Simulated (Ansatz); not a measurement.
## Bands, cutoff and cost in G0W0 for K3SI (antiperovskite) (Pm-3m)

Aim: see how the G0W0 gap of K3SI (antiperovskite) (Pm-3m) on PBE moves with empty bands and screening cutoff, and what each rung costs.

Main program and level: Ansatz 0.2.0; G0W0 on PBE, plane waves, PAW.

Report form: the programs' logs are mostly left out.

The structure was built from a prototype and need not be the compound's stable phase.

### Step 1. Starting point

The structure is cubic, space group Pm-3m (No. 221). The conventional cell has a = 6.034 Å, b = 6.034 Å, c = 6.034 Å, α = 90.00°, β = 90.00°, γ = 90.00°. Nearest to I lie 12 K at 4.27 Å. Nearest to S lie 6 K at 3.02 Å. Nearest to K lie 2 S at 3.02 Å and 8 K at 4.27 Å and 4 I at 4.27 Å. It derives from I1K3S1. Farther neighbours and most contacts between anions are not listed.

The structure was relaxed with PBE. The structure type comes from a generator and need not be one that this composition takes. The runs that relaxed it are not among those shown. Spin-orbit coupling is left out unless a step names it. The default PAW set here is soft_2. Its files were made with PBE.

### Step 2. 107 empty bands, screening to 36 eV

Now the one-shot GW correction: screening in the RPA, then the self-energy of the levels asked for.

Input file input.yaml:

```yaml
crystal:
  lattice:
    - [6.0335581096, 0.0, 0.0]
    - [0.0, 6.0335581096, 0.0]
    - [0.0, 0.0, 6.0335581096]
  atoms:
    - { symbol: I, position: [0.0, 0.0, 0.0] }
    - { symbol: S, position: [0.5, 0.5, 0.5] }
    - { symbol: K, position: [0.5, 0.5, 0.0] }
    - { symbol: K, position: [0.5, 0.0, 0.5] }
    - { symbol: K, position: [0.0, 0.5, 0.5] }
kpoints:
  mp_grid: { grid: [2, 2, 2] }
hamiltonian:
  xc: pbe
scf:
  occupations: { method: fixed }
gw:
  n_empty_bands: 107
  ecut_chi: 36
  qp_bands: [v2, c2]
  qp_kpoints: band_edges
  screening: { model: contour_deformation }
```

Command:

```sh
ansatz run input.yaml --threads 4 --pin off --max-ram 17510MiB --backend cpu --events-out ev --progress --plain --runs-dir out
```

The job ended after 3.8 s (4 threads of Arm Neoverse V2, shared host; peak memory 0.64 GiB).

Numbers from this step:

```yaml
bands_summed: 132
rpa_eps_infinity_on_this_mesh_eigenvalues: 3.163, 3.163, 3.163
plane_waves_in_the_screening_matrix: 93
q_points_in_the_mesh: 8
g0w0_gap_on_the_mesh: 2.871 eV
k_of_the_valence_top: 0, 0, 0
k_of_the_conduction_bottom: 0, 0, 0
starting_gap_on_the_mesh: 1.703 eV
z_at_the_valence_top: 0.7302
z_at_the_conduction_bottom: 0.7985
least_direct_g0w0_gap_on_the_computed_points: 2.871 eV
```

The gap on the mesh goes from 1.70 eV to 2.87 eV, a correction of +1.17 eV. Between the two edge states, bare exchange in place of the xc potential would open the gap by 6.72 eV, and correlation takes back 5.55 eV.

### Step 3. 304 empty bands, screening to 72 eV

Bands and screening cutoff are moved together, since each hides the error of the other.

Changes to input.yaml since step 2:

```diff
@@ -18,4 +18,4 @@
 gw:
-  n_empty_bands: 107
-  ecut_chi: 36
+  n_empty_bands: 304
+  ecut_chi: 72
   qp_bands: [v2, c2]
```

It took 13 s on 4 threads; peak memory 1.4 GiB; 51 s of CPU time.

Numbers from this step:

```
bands summed                                 : 329
RPA ε∞ on this mesh (eigenvalues)            : 3.125, 3.125, 3.125
plane waves in the screening matrix          : 305
q-points in the mesh                         : 8
G0W0 gap on the mesh                         : 3.055 eV
k of the valence top                         : 0, 0, 0
k of the conduction bottom                   : 0, 0, 0
starting gap on the mesh                     : 1.703 eV
Z at the valence top                         : 0.7216
Z at the conduction bottom                   : 0.7979
least direct G0W0 gap on the computed points : 3.055 eV
```

Against the run with 2×2×2 mesh, 107 empty bands, screening to 36 eV, the gap moves by +0.18 eV.

### Step 4. 655 empty bands, screening to 120 eV

Changes to input.yaml since step 3:

```diff
@@ -18,4 +18,4 @@
 gw:
-  n_empty_bands: 304
-  ecut_chi: 72
+  n_empty_bands: 655
+  ecut_chi: 120.0
   qp_bands: [v2, c2]
```

Elapsed: 59 s, on 4 threads; peak memory 3.4 GiB; 3.8 min of CPU time.

Numbers from this step:

```
bands summed                                 : 680
RPA ε∞ on this mesh (eigenvalues)            : 3.122, 3.122, 3.122
plane waves in the screening matrix          : 691
G0W0 gap on the mesh                         : 3.173 eV
k of the valence top                         : 0, 0, 0
k of the conduction bottom                   : 0, 0, 0
starting gap on the mesh                     : 1.703 eV
least direct G0W0 gap on the computed points : 3.173 eV
```

Against the run with 2×2×2 mesh, 304 empty bands, screening to 72 eV, the gap moves by +0.12 eV.

### Step 5. Changing the frequency model: 2×2×2 mesh, 655 empty bands, screening to 120 eV, plasmon pole

A plasmon pole stands in for the full frequency dependence of the screening; this run shows what that costs in accuracy.

Changes to input.yaml since step 4:

```diff
@@ -22,2 +22,2 @@
   qp_kpoints: band_edges
-  screening: { model: contour_deformation }
+  screening: { model: godby_needs }
```

Run time: 71 s. Hardware: 4 threads; peak memory 3.4 GiB.

This step gave:

| Item | Value |
| --- | --- |
| bands summed | 680 |
| plasmon-pole fit frequency | 17.72 eV |
| RPA ε∞ on this mesh (eigenvalues) | 3.122, 3.122, 3.122 |
| plane waves in the screening matrix | 691 |
| G0W0 gap on the mesh | 3.290 eV |
| k of the valence top | 0, 0, 0 |
| k of the conduction bottom | 0, 0, 0 |
| starting gap on the mesh | 1.703 eV |
| least direct G0W0 gap on the computed points | 3.290 eV |

Against the run with 2×2×2 mesh, 655 empty bands, screening to 120 eV, the gap moves by +0.12 eV.

### Step 6. Changing the files and raising the bands: 2×2×2 mesh, 971 empty bands, screening to 156 eV, hard PAW files

Other atomic data (hard PAW) test the pseudisation: the cutoff goes from 420 to 520 eV, with the same valence electrons. Bands and screening cutoff change too, so the step is no clean test of the files.

input.yaml, the sections that differ from step 5:

```yaml
hamiltonian:
  xc: pbe
  pseudopotentials: { kind: paw, source: ansatz }
gw:
  n_empty_bands: 971
  ecut_chi: 156.0
  qp_bands: [v2, c2]
  qp_kpoints: band_edges
  screening: { model: contour_deformation }
# crystal, kpoints, scf: as in step 5
```

It took 2.6 min on 4 threads; peak memory 6.8 GiB; 10 min of CPU time.

This step gave:

| Property | Result |
| --- | --- |
| bands summed | 996 |
| RPA ε∞ on this mesh (eigenvalues) | 3.122, 3.122, 3.122 |
| plane waves in the screening matrix | 949 |
| G0W0 gap on the mesh | 3.210 eV |
| k of the valence top | 0, 0, 0 |
| k of the conduction bottom | 0, 0, 0 |
| starting gap on the mesh | 1.703 eV |
| least direct G0W0 gap on the computed points | 3.210 eV |

Against the run with 2×2×2 mesh, 655 empty bands, screening to 120 eV, the gap moves by +0.04 eV.

### Step 7. The runs together

Times are wall times on 4 threads of Arm Neoverse V2, shared host, good to a factor of about two.

```
 mesh        files            frequency  bands summed  cutoff (eV)  start (eV)  G0W0 (eV)     time  host memory (GiB)
2×2×2  default PAW  contour deformation           132           36       1.703      2.871    3.8 s               0.64
2×2×2  default PAW  contour deformation           329           72       1.703      3.055     13 s                1.4
2×2×2  default PAW  contour deformation           680          120       1.703      3.173     59 s                3.4
2×2×2  default PAW         plasmon pole           680          120       1.703      3.290     71 s                3.4
2×2×2     hard PAW  contour deformation           996          156       1.703      3.210  2.6 min                6.8
```

How the two edges are built up, in eV (the quasiparticle level is the starting level plus Σx plus Σc less Vxc):

```
      run               edge  start      Σx     Σc     Vxc     Z    QP
132 bands        valence top   2.42  -17.46   2.69  -14.04  0.73  1.69
132 bands  conduction bottom   4.13   -3.29  -2.87   -6.58  0.80  4.56
329 bands        valence top   2.42  -17.46   2.44  -14.04  0.72  1.44
329 bands  conduction bottom   4.13   -3.29  -2.93   -6.58  0.80  4.49
680 bands        valence top   2.42  -17.46   2.27  -14.04  0.72  1.27
680 bands  conduction bottom   4.13   -3.29  -2.98   -6.58  0.80  4.45
```

### Step 8. Outcome

| Item | Value |
| --- | --- |
| 132 bands, 36 eV | 2.871 eV |
| 329 bands, 72 eV | 3.055 eV |
| 680 bands, 120 eV | 3.173 eV |
| mesh and start | 2×2×2, PBE |

From 132 to 680 bands the gap moves by +0.30 eV while the time grows 16-fold. Σc changes by −0.41 eV at the valence top and −0.11 eV at the conduction bottom, so the valence edge carries most of the change. The plasmon-pole model gives +0.12 eV against contour deformation, 8 % of the correction, and saved no time in this program. With hard PAW files and 996 bands the gap is 3.21 eV. The 2×2×2 mesh is coarse for this cell (its supercell is 12 Å along the shortest edge). The RPA ε∞ on it, from the PBE start, is 3.12; such meshes misread the long-range screening, most where the gap is narrow. The many-body steps are scalar-relativistic: spin-orbit coupling is not in them. The program marks a band-edge row as in doubt, so the gap is less sure than its digits.

[Paths, hosts, dates, memory and timing lines, banners, echoed tables and standing remarks are left out of the program output.]

[Logs are printed without paths, hosts, clocks, repeated set-up lines and the standing remarks that a program may print on its own settings, such as how far it seeks lower states.]

[Runs of the session that timed out or met a known fault of the program may be left out.]

[Cells called generated may have been cut or substituted from an entry of the Crystallography Open Database or the Materials Project.]

[Hosts, paths, dates, database ids (printed as entryN), source tags and the programs' standing remarks are cut or masked in the printed files.]
